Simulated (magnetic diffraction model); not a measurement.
**CeTmZn4: what an assumed order does to the neutron pattern**

Space group F-43m (no. 216), a = 7.7590 Å.

| site | atom | x | y | z |
| --- | --- | --- | --- | --- |
| 4d | Tm | 1/4 | 1/4 | 3/4 |
| 4a | Ce | 0 | 0 | 0 |
| 16e | Zn | 0.6247 | 0.1247 | 0.8753 |

The compound is invented for this exercise: a known structure type with other elements, its cell scaled to their sizes and not relaxed.

Only Tm and Ce are taken to order (form factors of Tm3+ and Ce3+); orders and moment sizes are assumed, and not adapted to the symmetry. Radiation: neutrons of λ = 1.594 Å, 3° to 65°; isotropic B of 0.19 Å² (Tm), 0.14 Å² (Ce) and 0.21 Å² (Zn). Simulated constant-wavelength pattern: nuclear and magnetic terms add, the magnetic one as |2.695 fm × Σ f S⊥ exp(2πi Q·r) exp(−B s²)|², summed over all Q at one angle with the factor 1/(sin²θ cos θ). For collinear order S is the moment m, which repeats by lattice and centring translations R with the sign exp(−2πi k·R). Free-ion form factors, Sears's scattering lengths of 1992, no absorption; a label names one of the reflections at its angle. The strongest nuclear line in the range is 100, and lines under 0.2 are left out.

Assume the order k = (0 0 1), collinear moments along [111], 4.9 μB on Tm and 2 μB on Ce; signs + at (1/4, 1/4, 3/4), + at (0, 0, 0).

Q: Where does magnetic intensity appear, and how strong is it?

```csv
2θ (°),index,nuclear,magnetic
11.79,(0 0 1),0.0,29.4
16.71,(1 1 0),0.0,38.7
20.50,(1 1 1),3.4,0.0
23.71,(2 0 0),0.8,0.0
26.56,(2 0 1),0.0,21.3
29.15,(1 1 2),0.0,15.3
33.78,(2 2 0),24.5,0.0
35.90,(2 2 1),0.0,13.4
37.91,(3 1 0),0.0,7.5
39.84,(3 1 1),100.0,0.0
41.69,(2 2 2),40.5,0.0
43.48,(2 0 3),0.0,6.8
45.21,(3 1 2),0.0,14.1
48.52,(4 0 0),5.2,0.0
50.11,(4 0 1),0.0,9.5
51.67,(3 3 0),0.0,7.5
53.20,(3 3 1),1.6,0.0
54.69,(4 2 0),0.8,0.0
56.16,(4 2 1),0.0,7.1
57.61,(3 3 2),0.0,2.4
60.43,(4 2 2),17.7,0.0
61.81,(4 0 3),0.0,3.5
63.17,(5 1 0),0.0,7.7
64.52,(5 1 1),58.8,0.0
```

The strongest magnetic line in the range is (1 1 0) at 16.71° (38.7). On top of the Lorentz factor, which all lines share, magnetic lines fade with angle because f falls: for Tm3+ it is 0.97, 0.87, 0.75 and 0.49 at sin θ/λ = 0.1, 0.2, 0.3 and 0.5 Å⁻¹, while nuclear lengths stay constant. The order has no net moment.

[Logs are printed without paths, hosts, clocks, repeated set-up lines and the standing remarks that a program may print on its own settings, such as how far it seeks lower states.]
